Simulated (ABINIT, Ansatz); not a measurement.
```xyz
2
Lattice="0.000 3.231 3.231 3.231 0.000 3.231 3.231 3.231 0.000" Properties=species:S:1:pos:R:3 pbc="T T T" subject="TePb (Fm-3m): G0W0 with ABINIT, start to end" method="RPA screening on PBE, plane waves, norm-conserving pseudopotentials (and 2 further levels or steps)" program="ABINIT 10.8.3" settings="cutoff 39 Ha, PseudoDojo scalar-relativistic 0.4 stringent, norm-conserving, ngkpt (4, 4, 4), nband 205, ecuteps 6.6 Ha, inclvkb 2, shiftk (0, 0, 0), symchi 1, awtr 1, frequency ppm, 4×4×4 k-mesh" cost="5 runs, 3.9 min in all on 8 MPI ranks of Intel Xeon Platinum 8488C (Sapphire Rapids), shared host" notes="The cell and positions come from the Crystallography Open Database and are kept as given unless a step says otherwise. Limits: mesh may overstate the screening; no spin-orbit coupling. The 4×4×4 mesh is coarse for this cell, which bears on the long-range parts of exchange and screening. The RPA ε∞ on this mesh reaches over 25; with a narrow direct gap a coarse mesh can overstate it, and the correction is then too small." pbe_gap="0.74 eV, direct" g0w0_gap_on_the_mesh="0.91 eV" gw_settings="4×4×4 mesh, 205 bands, screening to 179.6 eV, Godby-Needs plasmon pole"
Te    3.231    3.231    3.231
Pb    0.000    0.000    0.000
```

[Long decimals in the printed logs are rounded to 6 places.]

[Logs are printed without paths, hosts, clocks, repeated set-up lines and the standing remarks that a program may print on its own settings, such as how far it seeks lower states.]

[Paths, hosts, dates, memory and timing lines, banners, echoed tables and standing remarks are left out of the program output; an Ansatz launch command may be rebuilt from the run's recorded settings. Measured values are a selection of at most five: reports struck by readers or far from the other reports are left out. None is set beside runs whose start may be inverted or whose files or cutoffs have a known fault.]

[Runs of the session that timed out or met a known fault of the program may be left out.]

[Hosts, paths, dates, database ids (printed as entryN), source tags and the programs' standing remarks are cut or masked in the printed files.]

[G0W0 gaps are taken among the corrected bands and points alone; a level outside them can change the order at an edge.]

[Where Ansatz stands beside ABINIT at settings called matched, ABINIT's density can come from a denser mesh and the files from another edition; pairs whose starting gaps differed by over 0.03 eV were left out, so agreement reads better than it is.]
